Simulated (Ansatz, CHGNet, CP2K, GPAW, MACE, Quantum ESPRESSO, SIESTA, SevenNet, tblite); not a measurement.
# Which run comes nearest? Ta(100)/ZrC(100) interface (56 atoms)

The cell holds 56 atoms: 24 Ta, 16 Zr and 16 C. Cell: a = 13.619 Å, b = 6.606 Å, c = 11.983 Å, α = 90.0°, β = 90.0°, γ = 104.0°. Bcc Ta(100), 3 repeat layers, 8 surface cells, strained -0.00 and +0.00 %; rock-salt ZrC(100), 2 layers, 8 cells, -0.57 and -0.57 %; outer planes 3.13 Å apart and 3.19 Å at the second interface of the periodic stack; not relaxed, displaced by a Gaussian of 0.02 Å. Then every atom was moved at random, 0.02 Å r.m.s. a Cartesian component. Regions: Ta, 24 atoms (24 Ta); ZrC, 32 atoms (16 Zr and 16 C).

Geometry: as built.

The reference, a calculation:

```
method                 : Kohn-Sham DFT, PBE, SSSP efficiency 1.3.0 pseudopotentials, plane waves (Quantum ESPRESSO 7.5); sssp-pbe-1.3.0-efficiency, cutoffs 45/360 Ry, Γ point
r.m.s. force component : 0.4797 eV/Å
longest force          : 1.573 eV/Å
pressure               : -12.06 GPa
time                   : 3.3 min on 4 MPI ranks of Arm Neoverse V1, shared host
CPU time               : 13 min
```

**Question.** The same geometry is run in other programs. How far does each lie from the reference, and what does it cost?
- MACE MP-0b3 medium potential (MACE MP-0b3 medium; 1 thread)
- GPAW PBE, plane waves 450 eV (GPAW 26.7.0; 2 MPI ranks)
- SevenNet 0 potential (SevenNet 0; 1 thread)
- tblite GFN1-xTB (tblite 0.8.0; 1 thread)
- SIESTA PBE, TZP, shift 0.01 Ry, mesh 300 Ry (SIESTA 5.4.2; 2 MPI ranks)
- QE PBE, sg15-1.2, 60/240 Ry (Quantum ESPRESSO 7.5; 4 MPI ranks)
- CP2K PBE, DZVP-UZH, 300/50 Ry, diagonalisation (CP2K 2026.2; 4 MPI ranks)
- SIESTA PBE, DZP, shift 0.01 Ry, mesh 300 Ry (SIESTA 5.4.2; 2 MPI ranks)
- QE PBE, sssp-1.3.0-efficiency, 45/360 Ry, cg (Quantum ESPRESSO 7.5; 4 MPI ranks)
- CP2K PBE, DZVP-UZH, 600/50 Ry, diagonalisation (CP2K 2026.2; 4 MPI ranks)

Differences are against the plane-wave reference, forces as r.m.s. over components; share is that over the reference's r.m.s. force, slope the least-squares factor from reference forces to these. Total energies of different programs have different zeros and aren't compared.

| run | Δ force, r.m.s. (meV/Å) | share (%) | slope | Δ pressure (GPa) | cores | CPU time | memory (GiB) |
| --- | --- | --- | --- | --- | --- | --- | --- |
| reference | - | - | - | - | 4 | 13 min | 3.5 |
| MACE MP-0b3 medium potential | 407 | 84.9 | 0.351 | 3.01 | 1 | 8.5 s | 0.8 |
| GPAW PBE, plane waves 450 eV | 19.7 | 4.10 | 0.991 | -0.496 | 2 | 9.5 min | 1.3 |
| SevenNet 0 potential | 531 | 111 | 0.351 | 3.11 | 1 | 8.5 s | 0.69 |
| tblite GFN1-xTB | 986 | 205 | -0.345 | 6.37 | 1 | 5.3 s | 0.11 |
| SIESTA PBE, TZP, shift 0.01 Ry, mesh 300 Ry | 58.9 | 12.3 | 1.006 | -1.36 | 2 | 9.4 min | 1.6 |
| QE PBE, sg15-1.2, 60/240 Ry (coarse) | 22.7 | 4.73 | 0.979 | 0.362 | 4 | 19 min | 2.1 |
| CP2K PBE, DZVP-UZH, 300/50 Ry, diagonalisation (coarse) | 44.6 | 9.30 | 1.007 | 1.02 | 4 | 21 min | 4.2 |
| SIESTA PBE, DZP, shift 0.01 Ry, mesh 300 Ry | 82.6 | 17.2 | 0.972 | -0.853 | 2 | 6.9 min | 1.3 |
| QE PBE, sssp-1.3.0-efficiency, 45/360 Ry, cg | 0.351 | 0.0731 | 1.000 | -7.0e-4 | 4 | 63 min | 3.4 |
| CP2K PBE, DZVP-UZH, 600/50 Ry, diagonalisation | 44.5 | 9.27 | 1.006 | 1.02 | 4 | 22 min | 6.1 |

Rows marked coarse were listed beforehand as settings not expected to be converged; some can still land near the reference.

Times of the machine-learned potentials are mostly Python's start and the loading of weights.

CPU time is summed over cores on a shared host, where runs went side by side, so it is rough. Symmetry, cutoffs, thresholds, outputs and thread counts weren't matched or tuned between programs; memory under MPI is the largest rank's times the ranks.

PBE on plane waves or a grid with other potentials, cutoffs or grids, coarse settings apart, differs from the reference by 4.1 % (GPAW PBE, plane waves 450 eV) of the r.m.s. force; this holds the reference's own error, so differences of a few per cent don't tell which side is nearer the exact PBE result. With the reference's own potentials and cutoffs, another solver or threshold moves forces by 0.073 % (QE PBE, sssp-1.3.0-efficiency, 45/360 Ry, cg). The PBE runs in local orbitals, coarse settings apart, differ by 9.3 % (CP2K PBE, DZVP-UZH, 600/50 Ry, diagonalisation) to 17 % (SIESTA PBE, DZP, shift 0.01 Ry, mesh 300 Ry); basis, grid and potentials can all enter. Tight binding differs by 205 % (tblite GFN1-xTB); it is another model, with fitted parameters of its own, and the xTB methods hold dispersion. Periodic xTB results under one method name differ between programs and library versions. Machine-learned potentials mimic data converged in k, so the reference's own k-point error enters their differences. The electronic-structure runs sample only Γ, in a cell whose shortest periodic width is 6 Å, which is coarse for a cell with partly filled levels.

[Logs are printed without paths, hosts, clocks, repeated set-up lines and the standing remarks that a program may print on its own settings, such as how far it seeks lower states.]

[Hosts, paths, dates, database ids (printed as entryN), source tags and the programs' standing remarks are cut or masked in the printed files.]
